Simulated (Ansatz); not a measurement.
# How the smearing shapes the phonons of ZrOs (Pm-3m), part 2 of 2

Aim: see how the phonons of ZrOs (Pm-3m) along the first symmetry line respond to the electronic smearing.

Ansatz 0.2.0; DFT PBEsol, scalar-relativistic, plane waves, PAW.

So far. Step 2 (Relaxing cell and atoms): The largest force is now zero by symmetry and the largest stress component 0.0089 GPa, small enough for phonons. Step 4 (Phonons along a line: Fermi–Dirac smearing of 0.25 eV): Against step 3 (now smearing width 0.25 eV), the free energy moves by -25.8 meV an atom. The relaxed cell has a = 3.246 Å (conventional setting).

**5. Wavevectors along a line: Fermi–Dirac smearing of 0.04 eV**

The smearing blurs the Fermi surface that screens the phonons; a Fermi–Dirac width is an electronic temperature.

The input, input.yaml:

```yaml
crystal:
  lattice:
    - [3.2460455045, 0.0, 0.0]
    - [0.0, 3.2460455045, 0.0]
    - [0.0, 0.0, 3.2460455045]
  atoms:
    - { symbol: Zr, position: [0.5, 0.5, 0.5] }
    - { symbol: Os, position: [0.0, 0.0, 0.0] }
kpoints:
  mp_grid: { grid: [16, 16, 16] }
hamiltonian:
  xc: pbesol
scf:
  occupations: { method: fermi_dirac, width: 0.04 }
output:
  eigenvalues: true
phonons:
  method: dfpt
  qpoints:
    - [0, 0, 0]
    - [0.0, 0.0625, 0.0]
    - [0.0, 0.1875, 0.0]
    - [0.0, 0.3125, 0.0]
    - [0.0, 0.4375, 0.0]
```

Narrower smearing comes nearer the zero-temperature value but asks more of the mesh.

Run with:

```sh
> ansatz run input.yaml --threads 4 --pin off --max-ram 8192MiB --backend cpu --events-out ev --progress --plain --runs-dir out
```

Numbers of over 12 decimals in the logs are rounded to 6 here.

Log:

```text
[...]
Crystal: 2 atoms, lattice volume = 34.203 Å³
Basis set: ecut = 420 eV, 691 PW (Γ), exchange–correlation on 48×48×48 points (8 copies of the dense FFT grid, shifted against one another)
Bands: 18, of which v1, the nominal top of the filled ones, is band 14 counted from 1 (13 counted from 0)
Symmetry: 48 space group operations
k-points: 165 of 4096
[...]
SCF iter   1: F=—  HF=-15380.745504 eV  |F-HF|=—  |Δ(HF+E_count)|=         —  Δρ=3.41e-3  dr2=1.72e-3  ethr=1.77e-3  ⟨swp⟩=4.2  Hψ=12144  notcnv=0
[...]
SCF iter   7: F=-15380.746085 eV  HF=-15380.746085 eV  |F-HF|=3.64e-12  |Δ(HF+E_count)|=  5.46e-11  Δρ=1.67e-7  dr2=1.91e-12  ethr=1.00e-12  ⟨swp⟩=3.9  Hψ=13557  notcnv=0
SCF 1 converged in 7 iterations: F = -15380.746085 eV  dr2 = 1.91e-12
[...]
SCF converged after 7 iterations
Free energy (F): -15380.746085 eV
[...]
Internal energy: -15380.743502 eV  (E = F + TS)
E sigma→0 (E₀):  -15380.744793 eV
Entropy (-TS):   -0.002582 eV (-1.291 meV/atom)
Fermi energy:    20.006987 eV
[...]
--- Band table (eV; the first three rows and the last of 165) ---
  k-point 0: bands = [... 10 lower, 14.7632, 18.4670, 18.4670, 18.4670, 22.2504, 22.2504, 25.3965, 25.3965]
  k-point 1: bands = [... 10 lower, 14.8346, 18.4562, 18.4562, 18.4943, 22.1327, 22.2904, 24.9957, 24.9957]
  k-point 2: bands = [... 10 lower, 15.0401, 18.4283, 18.4283, 18.5744, 21.8011, 22.3982, 24.2016, 24.2016]
  k-point 164: bands = [... 10 lower, 17.1721, 17.8905, 17.8905, 17.8905, 20.7044, 20.7044, 24.0579, 25.4486]
[...]
ASR residual: 2.512e-5 → 0.000e0 eV/Å²; symmetrization residual: 6.574e-7 eV/Å²
  ASR residual per site (eV/Å²): 8.51e-6 2.51e-5
  Γ frequencies (cm⁻¹): 0.00 0.00 0.00 186.42 186.42 186.42
[...]
--- Phonons (arbitrary-q DFPT): 5 explicit q-points ---
[...]
```

The job ended after 3.5 min (4 threads of Arm Neoverse V2, shared host; peak memory 2.1 GiB; 14 min of CPU time).

Each wavevector solved by linear response. The frequency by |q| along the line:

| \|q\| along the line (Å⁻¹) | mode 1 = mode 2 (cm⁻¹) | mode 3 (cm⁻¹) | mode 4 = mode 5 (cm⁻¹) | mode 6 (cm⁻¹) |
| --- | --- | --- | --- | --- |
| 0.000 | 0 | 0 | 186 | 186 |
| 0.121 | 16.9 | 33.7 | 186 | 193 |
| 0.363 | 50.8 | 91.6 | 180 | 223 |
| 0.605 | 84.7 | 129 | 164 | 264 |
| 0.847 | 118 | 148 | 148 | 292 |

Against step 3 (now smearing width 0.04 eV), the free energy moves by +3.2 meV an atom.

**6. Phonons along a line: Methfessel–Paxton smearing of 0.2 eV**

The smearing blurs the Fermi surface that screens the phonons; a Methfessel–Paxton width blurs it less than a thermal one.

Edit input.yaml of step 5 so:

```diff
@@ -13,3 +13,3 @@
 scf:
-  occupations: { method: fermi_dirac, width: 0.04 }
+  occupations: { method: methfessel_paxton, width: 0.2 }
 output:
```

Log:

```text
[...]
Crystal: 2 atoms, lattice volume = 34.203 Å³
Basis set: ecut = 420 eV, 691 PW (Γ), exchange–correlation on 48×48×48 points (8 copies of the dense FFT grid, shifted against one another)
Bands: 18, of which v1, the nominal top of the filled ones, is band 14 counted from 1 (13 counted from 0)
Symmetry: 48 space group operations
k-points: 165 of 4096
[...]
SCF iter   1: F=—  HF=-15380.744533 eV  |F-HF|=—  |Δ(HF+E_count)|=         —  Δρ=3.44e-3  dr2=1.81e-3  ethr=1.77e-3  ⟨swp⟩=4.6  Hψ=26082  notcnv=0
automatic band count: the SCF goes on with 22 bands, as 18 were too few: they end inside the smearing window of the response
[...]
SCF iter   2: F=—  HF=-15380.745062 eV  |F-HF|=—  |Δ(HF+E_count)|=   5.29e-4  S|Δr|=    0.00e0  Δρ=2.04e-3  dr2=9.65e-4  ethr=6.47e-6  ⟨swp⟩=1.9  Hψ=5645  notcnv=0
[...]
SCF iter   8: F=-15380.744982 eV  HF=-15380.744982 eV  |F-HF|=5.46e-12  |Δ(HF+E_count)|=    0.00e0  S|Δr|=    0.00e0  Δρ=3.35e-8  dr2=3.18e-13  ethr=1.00e-12  ⟨swp⟩=7.6  Hψ=14275  notcnv=0
SCF 1 converged in 8 iterations: F = -15380.744982 eV  dr2 = 3.18e-13
[...]
SCF converged after 8 iterations
Stability not checked: this state was not tested for a lower state beside it, because cold or Methfessel-Paxton smearing, or corrected tetrahedra, fill the levels in a way that the test cannot read (fill_not_monotonic; see scf.lower_state_search)
Free energy (F): -15380.744982 eV
[...]
Internal energy: -15380.744581 eV  (E = F + TS)
E sigma→0 (E₀):  -15380.744882 eV
Entropy (-TS):   -0.000401 eV (-0.201 meV/atom)
Fermi energy:    20.003084 eV
[...]
--- Band table (eV; the first three rows and the last of 165) ---
  k-point 0: bands = [... 10 lower, 14.7633, 18.4670, 18.4670, 18.4670, 22.2499, 22.2499, 25.3957, 25.3957, ... 4 higher]
  k-point 1: bands = [... 10 lower, 14.8347, 18.4562, 18.4562, 18.4943, 22.1323, 22.2900, 24.9951, 24.9951, ... 4 higher]
  k-point 2: bands = [... 10 lower, 15.0401, 18.4282, 18.4282, 18.5744, 21.8006, 22.3977, 24.2010, 24.2010, ... 4 higher]
  k-point 164: bands = [... 10 lower, 17.1722, 17.8903, 17.8903, 17.8903, 20.7047, 20.7047, 24.0581, 25.4476, ... 4 higher]
[...]
ASR residual: 2.823e-5 → 0.000e0 eV/Å²; symmetrization residual: 3.566e-7 eV/Å²
  ASR residual per site (eV/Å²): 5.77e-6 2.82e-5
  Γ frequencies (cm⁻¹): 0.00 0.00 0.00 186.09 186.09 186.09
[...]
--- Phonons (arbitrary-q DFPT): 5 explicit q-points ---
[...]
```

Run time: 3.8 min. Hardware: 4 threads; peak memory 2.3 GiB.

Each wavevector solved by linear response. Table of frequency by |q| along the line:

| \|q\| along the line (Å⁻¹) | mode 1 = mode 2 (cm⁻¹) | mode 3 (cm⁻¹) | mode 4 (cm⁻¹) | mode 5 (cm⁻¹) | mode 6 (cm⁻¹) |
| --- | --- | --- | --- | --- | --- |
| 0.000 | 0 | 0 | 186 | 186 | 186 |
| 0.121 | 16.9 | 33.7 | 185 | 185 | 193 |
| 0.363 | 50.8 | 91.5 | 179 | 179 | 223 |
| 0.605 | 84.8 | 130 | 164 | 164 | 265 |
| 0.847 | 118 | 148 | 148 | 149 | 293 |

Against step 3 (now occupations Methfessel-Paxton and smearing width 0.2 eV), the free energy moves by +3.7 meV an atom.

**7. Smearing and the soft branch**

Table of lowest frequency by |q| along the line:

| \|q\| along the line (Å⁻¹) | fermi dirac 0.1 eV, k 16x16x16 (cm⁻¹) | fermi dirac 0.25 eV, k 16x16x16 (cm⁻¹) | fermi dirac 0.04 eV, k 16x16x16 (cm⁻¹) | methfessel paxton 0.2 eV, k 16x16x16 (cm⁻¹) |
| --- | --- | --- | --- | --- |
| 0.000 | 0 | 0 | 0 | 0 |
| 0.121 | 17.0 | 16.8 | 16.9 | 16.9 |
| 0.363 | 50.9 | 50.2 | 50.8 | 50.8 |
| 0.605 | 85.2 | 83.7 | 84.7 | 84.8 |
| 0.847 | 118 | 115 | 118 | 118 |

**8. Results**

```
phonon run of the rows without a label of their own              : PBEsol, k 16×16×16
lowest branch at the last solved point, Fermi–Dirac 0.1 eV       : 118 cm⁻¹ at |q| = 0.847 Å⁻¹
lowest branch at the last solved point, Fermi–Dirac 0.25 eV      : 115 cm⁻¹ at |q| = 0.847 Å⁻¹
lowest branch at the last solved point, Fermi–Dirac 0.04 eV      : 118 cm⁻¹ at |q| = 0.847 Å⁻¹
lowest branch at the last solved point, Methfessel–Paxton 0.2 eV : 118 cm⁻¹ at |q| = 0.847 Å⁻¹
```

No branch softens by more than 4 % of the top frequency as the smearing narrows, so no anomaly that hangs on the smearing shows at these points. The line holds 5 wavevectors, so a narrow dip between them would be missed. Between Fermi–Dirac 0.25 eV and Fermi–Dirac 0.04 eV the largest change, with modes counted by rank of frequency, is in mode 6 at |q| = 0.847 Å⁻¹, from 282 to 292 cm⁻¹. Where branches cross, a count by rank can hide a softening. At the narrowest width the k mesh may not resolve the Fermi surface, so part of the change can be mesh noise. Spin–orbit coupling, left out here, matters for Os.

[Logs are printed without paths, hosts, clocks, repeated set-up lines and the standing remarks that a program may print on its own settings, such as how far it seeks lower states.]

[Hosts, paths, dates, database ids (printed as entryN), source tags and the programs' standing remarks are cut or masked in the printed files.]
